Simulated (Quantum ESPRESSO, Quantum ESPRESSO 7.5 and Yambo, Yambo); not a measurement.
## NbInO4 (P2/c): G0W0 on several meshes in Yambo

Wanted: mesh dependence and cost of G0W0 for NbInO4 (P2/c).

Calculated with Quantum ESPRESSO 7.5 and Yambo 5.3.0; LDA and many-body steps on it, plane waves.

### Step 1. The structure

It takes space group P2/c (No. 13, monoclinic). Conventional cell: a = 4.835 Å, b = 5.771 Å, c = 5.144 Å, α = 90.00°, β = 91.13°, γ = 90.00°. Nearest to Nb lie 6 O at 1.88 to 2.13 Å. In has 6 O at 2.11 to 2.23 Å nearest. Nearest to O lie 1 Nb at 1.88 Å and 2 In at 2.14 to 2.23 Å. O has 2 Nb at 1.97 to 2.13 Å and 1 In at 2.11 Å nearest. Farther neighbours and most contacts between anions are not listed.

As a file:

```cif
data_structure
_symmetry_space_group_name_H-M 'P2/c'
_symmetry_Int_Tables_number 13
_cell_length_a 4.8355
_cell_length_b 5.7709
_cell_length_c 5.1440
_cell_angle_alpha 90.000
_cell_angle_beta 91.130
_cell_angle_gamma 90.000
_cell_volume 143.52
loop_
_atom_site_label
_atom_site_type_symbol
_atom_site_symmetry_multiplicity
_atom_site_Wyckoff_symbol
_atom_site_fract_x
_atom_site_fract_y
_atom_site_fract_z
_atom_site_occupancy
Nb1 Nb 2 e 0.00000 0.17474 0.25000 1
In1 In 2 f 0.50000 0.67878 0.25000 1
O1 O 4 g 0.26112 0.62117 0.90081 1
O2 O 4 g 0.21279 0.89587 0.43605 1
```

Geometry: measured (diffraction); atoms relaxed with LDA. The runs that relaxed it are not among those shown.

### Step 2. Empty states on the mesh, 2×1×1 mesh, 128 bands

This step: Quantum ESPRESSO 7.5; DFT, LDA, plane waves, norm-conserving pseudopotentials.

The sums over transitions need many empty states on a uniform mesh; this step solves for them.

Contents of pw.in:

```
&control
  calculation = 'nscf'
  prefix = 'x'
  outdir = 'o'
  pseudo_dir = 'pseudo'
/
&system
  ibrav = 0
  nat = 12
  ntyp = 3
  ecutwfc = 80.0
  nbnd = 128
  force_symmorphic = .true.
/
&electrons
  conv_thr = 1e-9
  electron_maxstep = 80
  diago_full_acc = .true.
  diago_thr_init = 5e-6
/
ATOMIC_SPECIES
  Nb 92.906 Nb.upf
  In 114.82 In.upf
  O 15.999 O.upf
CELL_PARAMETERS angstrom
  4.8355000000 -0.0000000000 -0.0000000000
  -0.0000000000 5.7709000000 0.0000000000
  -0.1014445258 0.0000000000 5.1429996119
ATOMIC_POSITIONS crystal
  Nb 0.0000000000 0.1747437822 0.2500000000
  Nb 0.0000000000 0.8252562178 0.7500000000
  In 0.5000000000 0.6787797421 0.2500000000
  In 0.5000000000 0.3212202579 0.7500000000
  O 0.2611183778 0.6211746237 0.9008055843
  O 0.7388816566 0.6211746237 0.5991944291
  O 0.7388816566 0.3788253763 0.0991944291
  O 0.2611183778 0.3788253763 0.4008055843
  O 0.2127900770 0.8958676640 0.4360458970
  O 0.7872099575 0.8958676640 0.0639541164
  O 0.7872099575 0.1041323360 0.5639541164
  O 0.2127900770 0.1041323360 0.9360458970
K_POINTS automatic
  2 1 1 0 0 0
```

On the command line:

```
$ OMP_NUM_THREADS=1 mpirun -n 8 pw.x -nk 4 -in pw.in > pw.out
```

Log:

```text
Program PWSCF v.7.5 starts

     This program is part of the open-source Quantum ESPRESSO suite
     for quantum simulation of materials; please cite
         "P. Giannozzi et al., J. Phys.:Condens. Matter 21 395502 (2009);
         "P. Giannozzi et al., J. Phys.:Condens. Matter 29 465901 (2017);
         "P. Giannozzi et al., J. Chem. Phys. 152 154105 (2020);
     in publications or presentations arising from this work. More details at

     Atomic positions and unit cell read from directory:
     o/x.save/

     Message from routine setup:
[...]
k =-0.5000 0.0000-0.0099 ( 11706 PWs)   bands (ev):

  -102.9741-102.9739 -61.6012 -61.5993 -61.5853 -61.5833 -61.5692 -61.5685
[...]
[... 4 further rows ...]
    36.5324  36.8025  37.6664  37.8140  38.4096  38.4645  38.9365  39.1059
    39.6024  40.0889  40.2370  40.5559  40.7298  41.2380  41.3536  41.7139

     highest occupied, lowest unoccupied level (ev):     9.5417   13.1492

     XML data file, pseudopotentials, collected wavefunctions

=------------------------------------------------------------------------------=
   JOB DONE.
=------------------------------------------------------------------------------=
```

The job ended after 7.4 s (8 MPI ranks of Arm Neoverse V2, shared host; peak memory 0.75 GiB; 59 s of CPU time).

This step gave:

| Property | Result |
| --- | --- |
| gap | 3.608 eV |
| k of the valence top | -0.5, 0, 0 |
| k of the conduction bottom | 0, 0, 0 |
| least direct gap | 3.659 eV |
| k points computed | 2 |
| lowest point of the top converged band, above the valence top | 32.17 eV |

On this mesh the gap is 3.608 eV.

The density comes from a self-consistent run that is not shown.

### Step 3. Conversion and set-up

This step: Yambo 5.3.0; conversion and set-up on LDA, plane waves, norm-conserving pseudopotentials.

The states are converted to the many-body program's format and the q mesh is built.

On the command line:

```
$ (cd o/x.save; p2y > p2y.log; mv SAVE ../..); yambo > setup.log
```

Log:

```text
 Yambo, version 5.3.0

 [02] CORE Variables Setup
 =========================

  [02.01] Unit cells
  ==================

  Cell kind             :  Unknown
  Atoms in the cell     :  Nb  In  O
  number of Nb atoms    :  2
  number of In atoms    :  2
  number of O  atoms    :   8

  List of atomic masses
  Mass of Nb    :  92.90600
  Mass of In    :  114.8200
  Mass of O     :  15.99900

  List of atomic coordinates    : [cc]
  Nb1       : -0.047926  1.905654  2.429715  order 1
  Nb2       : -0.143777  8.999766  7.289146  order 2
[...]
0.000000  0.000000  0.000000  0.000000  0.000000  0.000000  0.000000  0.000000
   0.000000  0.000000  0.000000  0.000000  0.000000  0.000000  0.000000  0.000000

 [03] Transferred momenta grid and indexing
 ==========================================

 IBZ Q-points                                      :  2
 BZ  Q-points                                      :  2

 K/Q-points units:
 rlu = crystal or reduced units; cc = cartesian coordinates; iku = interal k-units

 Q [1]          [rlu]:  0.000000  0.000000  0.000000
 Q [2]          [rlu]: -0.50000       0.0000     -0.71075E-19

  [03.01] X indexes
  =================

   [03.01.01] Sigma indexes
   ========================

 [06] Game Over & Game summary
```

Elapsed: 2.4 s, on 1 MPI rank; peak memory 0.24 GiB.

### Step 4. 2×1×1

G0W0 replaces the xc potential by the self-energy, built once from these orbitals. Only a window of levels is corrected, while the sums run over the empty bands that the input names.

This step: G0W0 on LDA, plane waves, norm-conserving pseudopotentials.

Contents of gw13.in:

```
HF_and_locXC
gw0
dyson
ppa
em1d
rim_cut
RandQpts= 1000000
RandGvec= 1 RL
EXXRLvcs= 80 Ry
VXCRLvcs= 320 Ry
Chimod= "HARTREE"
% BndsRnXp
 1 | 128 |
%
NGsBlkXp= 6.5 Ry
% LongDrXp
 1 | 1 | 1 |
%
% GbndRnge
 1 | 128 |
%
DysSolver= "n"
ExtendOut
PPAPntXp= 27.21138 eV
% QPkrange
 2 | 2 | 57 | 60 |
 1 | 1 | 57 | 60 |
%
```

On the command line:

```
$ OMP_NUM_THREADS=2 mpirun -n 4 yambo -F gw13.in -J gw13 -C gw13 > gw13.log
```

Log:

```text
 Yambo, version 5.3.0

 [02] CORE Variables Setup
 =========================

  [... cell, symmetries and grids as in the set-up ...]

  [02.05] Energies & Occupations
  ==============================

  [X] === General ===
  [X] Electronic Temperature                        :  0.000000  0.000000 [eV K]
  [X] Bosonic    Temperature                        :  0.000000  0.000000 [eV K]
  [X] Finite Temperature mode                       : no
  [X] El. density                                   :  0.80827E+24 [cm-3]
  [X] Fermi Level                                   :  9.541688 [eV]

  [X] === Gaps and Widths ===
  [X] Conduction Band Min                           :  3.607525 [eV]
  [X] Valence Band Max                              :  0.000000 [eV]
  [X] Filled Bands                                  :   58
  [X] Empty Bands                                   :   59  128
  [X] Direct Gap                                    :  3.659042 [eV]
  [X] Direct Gap localized at k                     :  1
  [X] Indirect Gap                                  :  3.607525 [eV]
  [X] Indirect Gap between kpts                     :  2  1
  [X] Last valence band width                       :  0.051517 [eV]
  [X] 1st conduction band width                     :  0.358579 [eV]

 [03] Transferred momenta grid and indexing
 ==========================================

 IBZ Q-points                                      :  2
 BZ  Q-points                                      :  2

 K/Q-points units:
 rlu = crystal or reduced units; cc = cartesian coordinates; iku = interal k-units

 Q [1]          [rlu]:  0.000000  0.000000  0.000000
 Q [2]          [rlu]: -0.50000       0.0000     -0.71075E-19

 [04] Coloumb potential Random Integration (RIM)
 ===============================================

  [04.01] RIM initialization
  ==========================

  * Diagonal components only detected *

  8 x (sBL volume)        :  1.024475 [a.u.]
  sBZ random points       :  1000000
  Points outside the sBZ  :   7991612
  RL volume               :  0.256119 [a.u.]
  Integrated volume       :  0.256388 [a.u.]

  [04.02] RIM integrals
  =====================

  Gamma point sphere radius             :  0.182860 [a.u.]
  Points outside the sphere             :   800999
  [Int_sBZ(q=0) 1/q^2]*(Vol_sBZ)^(-1/3) =:  7.394754
                                 should be <:  7.795600

  Summary of Coulomb integrals for non-metallic bands |Q|[au] RIM/Bare

  Q [1] 0.100000E-4 0.948581 * Q [2] 0.343870 0.778806

 [05] Dipoles
 ============

  [05.01] Setup: observables and procedures
  =========================================

  [WARNING] [x,Vnl] slows the Dipoles computation. To neglect it rename the ns.kb_pp file

 [06] Dynamic Dielectric Matrix (PPA)
 ====================================

 [WR./gw13//ndb.pp]--------------------------------------------------------------
  Brillouin Zone Q/K grids (IBZ/BZ)                :  2  2  2  2
  RL vectors                                       :  13075 [WF]
  Coulomb cutoff potential                         : none
  Electronic Temperature                           :  0.000000 [K]
  Bosonic    Temperature                           :  0.000000 [K]
  PPA    diel. fun.  energies                      : Slater exchange(X)+Perdew & Wang(C)
  wavefunctions                                    : Slater exchange(X)+Perdew & Wang(C)
  Global Gauge                                     : length
  X matrix size                                    :  245
  X band range                                     :    1  128
  X e/h energy range                               : -1.000000 -1.000000 [eV]
  X Time ordering                                  : R
  X Hxc Kernel                                     : HARTREE
  X Drude frequency                                :  0.000000  0.000000
  X poles                                          :  100.0000 [o/o]
  RL vectors in the sum                            :  13075
  [r,Vnl] included                                 : yes
  Field direction                                  :  0.577350E-5  0.577350E-5  0.577350E-5
  BZ energy Double Grid                            : no
  BZ energy DbGd points                            : 0
  BZ Q point size factor                           : -1.000000
  X Optical Averaged directions                    : none

 [07] Local Exchange-Correlation + Non-Local Fock
 ================================================

 [VXC] Plane waves :   93599
 [EXS] Plane waves :  11705

 QP @ state[ 1 ] K range:  1  2
 QP @ state[ 1 ] b range:   57   60

 [xc] Functional : Slater exchange(X)+Perdew & Wang(C)
 [xc] LIBXC used to calculate xc functional
  PP Number of Atomic Species                      :  3
  NLCC RL compoments                               :   93599
  PP Number of Atomic Species                      :  3
  NLCC RL compoments                               :   93599

 [xc] E_xc :  -73.83151 [Ha]
      E_xc :  -147.6630 [Ry]

  Local XC kind (lXC) : Slater exchange(X)+Perdew & Wang(C)
  Non-Local XC kind (nlXC) : Hartree-Fock

  Corrections @ K [1] :  [eV]
 <57|nlXC|57> = -24.79554  0.10331E-16 <57|lXC|57> = -19.71451 -0.37763E-15
 <58|nlXC|58> = -25.03134  0.13821E-16 <58|lXC|58> = -19.66277 -0.11801E-16
 <59|nlXC|59> = -11.06609  0.19104E-17 <59|lXC|59> = -17.01132 -0.28104E-21
 <60|nlXC|60> = -11.41640 -0.96959E-19 <60|lXC|60> = -17.10970 -0.18882E-15

  Corrections @ K [2] :  [eV]
 <57|nlXC|57> = -25.04410 -0.98840E-17 <57|lXC|57> = -19.94223  0.29503E-17
 <58|nlXC|58> = -25.08698 -0.80157E-17 <58|lXC|58> = -19.69937 -0.47204E-15
 <59|nlXC|59> = -10.98759  0.12424E-18 <59|lXC|59> = -17.59815  0.18882E-15
 <60|nlXC|60> = -11.30177 -0.51269E-17 <60|lXC|60> = -17.72040 -0.18882E-15

  [07.01] Hartree-Fock occupations report
  =======================================

  [Hartree-Fock] === General ===
  [Hartree-Fock] Electronic Temperature             :  0.000000  0.000000 [eV K]
  [Hartree-Fock] Bosonic    Temperature             :  0.000000  0.000000 [eV K]
  [Hartree-Fock] Finite Temperature mode            : no
  [Hartree-Fock] El. density                        :  0.80827E+24 [cm-3]
  [Hartree-Fock] Fermi Level                        :  9.541688 [eV]

  [Hartree-Fock] === Gaps and Widths ===
  [Hartree-Fock] Conduction Band Min                :  9.552759 [eV]
  [Hartree-Fock] Valence Band Max                   : -5.387608 [eV]
  [Hartree-Fock] Filled Bands                       :   58
  [Hartree-Fock] Empty Bands                        :   59  128
  [Hartree-Fock] Direct Gap                         :  14.97285 [eV]
  [Hartree-Fock] Direct Gap localized at k          :  1
  [Hartree-Fock] Indirect Gap                       :  14.94037 [eV]
  [Hartree-Fock] Indirect Gap between kpts          :  2  1
  [Hartree-Fock] Last valence band width            :  0.032478 [eV]
  [Hartree-Fock] 1st conduction band width          :  1.023901 [eV]

 [08] Dyson equation: Newton solver
 ==================================

  [08.01] G0W0 (W PPA)
  ====================

  [  GW  ] Bands range     :    1  128
  [GW/PPA] G damping       :  0.100000 [eV]

  QP @ state[ 1 ] K range:  1  2
  QP @ state[ 1 ] b range:   57   60

   Sc/G bands                                       :    1  128
   Sc/G damping                                     :  0.100000 ev
   Sc bands terminator                              : no
   Sx RL components                                 :  11705

   QP @ state[ 1 ] K range                          :  1  2
   QP @ state[ 1 ] b range                          :   57   60
   GF energies kind                                 : Slater exchange(X)+Perdew & Wang(C)
   GF WF`s kind                                     : Slater exchange(X)+Perdew & Wang(C)
   Xs energies kind                                 : Slater exchange(X)+Perdew & Wang(C)
   Xs WF`s kind                                     : Slater exchange(X)+Perdew & Wang(C)

 [11] Game Over & Game summary
```

Run time: 6.1 s. Hardware: 4 MPI ranks; peak memory 1.4 GiB; 32 s of CPU time.

Numbers from this step:

- G0W0 gap on the points computed: 5.605 eV
- starting gap on the mesh: 3.608 eV
- k of the valence top: -0.5, 0, 0
- k of the conduction bottom: 0, 0, 0
- least direct G0W0 gap on the computed points: 5.648 eV
- Z at the valence top: 0.7710
- Z at the conduction bottom: 0.8126

The gap on the mesh goes from 3.61 eV to 5.60 eV, a correction of +2.00 eV.

### Step 5. Empty states on the mesh, 2×2×2 mesh, 128 bands

This step: Quantum ESPRESSO 7.5; DFT, LDA, plane waves, norm-conserving pseudopotentials.

pw.in: that of step 2 with these lines changed.

```diff
@@ -42,2 +42,2 @@
 K_POINTS automatic
-  2 1 1 0 0 0
+  2 2 2 0 0 0
```

On the command line:

```
$ OMP_NUM_THREADS=1 mpirun -n 8 pw.x -nk 4 -in pw.in > pw.out
```

Log:

```text
[banner, memory and clock lines left out]
Program PWSCF v.7.5 starts

     Atomic positions and unit cell read from directory:
     o/x.save/

     Message from routine setup:
     using ibrav=0 with symmetry is DISCOURAGED, use correct ibrav instead

     bravais-lattice index     =            0
     lattice parameter (alat)  =       9.1378  a.u.
     unit-cell volume          =     968.4964 (a.u.)^3
     number of atoms/cell      =           12
     number of atomic types    =            3
     number of electrons       =       116.00
[...]
[... 4 further rows ...]
[...]
k = 0.0000-0.4190 0.0000 ( 11668 PWs)   bands (ev):

  -102.9741-102.9739 -61.6012 -61.5994 -61.5853 -61.5833 -61.5692 -61.5685
[...]
[... 4 further rows ...]
    36.7235  37.1327  37.1795  37.9078  38.0823  38.2331  38.5265  38.6815
    38.9227  39.2188  39.9238  40.3962  40.8081  41.5331  41.7537  42.2059

          k = 0.0000-0.4190-0.4701 ( 11680 PWs)   bands (ev):

     [... further k-points ...]

     highest occupied, lowest unoccupied level (ev):     9.5417   12.9377

     XML data file, pseudopotentials, collected wavefunctions
```

Elapsed: 13 s, on 8 MPI ranks; peak memory 1.1 GiB; 1.7 min of CPU time.

Numbers from this step:

| Item | Value |
| --- | --- |
| gap | 3.396 eV |
| k of the valence top | -0.5, 0, 0 |
| k of the conduction bottom | 0, -0.5, 0 |
| least direct gap | 3.436 eV |
| k points computed | 8 |
| lowest point of the top converged band, above the valence top | 31.65 eV |

On this mesh the gap is 3.396 eV.

[end of part 1 of 2]

[Paths, hosts, dates, memory and timing lines, banners, echoed tables and standing remarks are left out of the program output.]

[Logs are printed without paths, hosts, clocks, repeated set-up lines and the standing remarks that a program may print on its own settings, such as how far it seeks lower states.]

[Runs of the session that timed out or met a known fault of the program may be left out.]

[Hosts, paths, dates, database ids (printed as entryN), source tags and the programs' standing remarks are cut or masked in the printed files.]
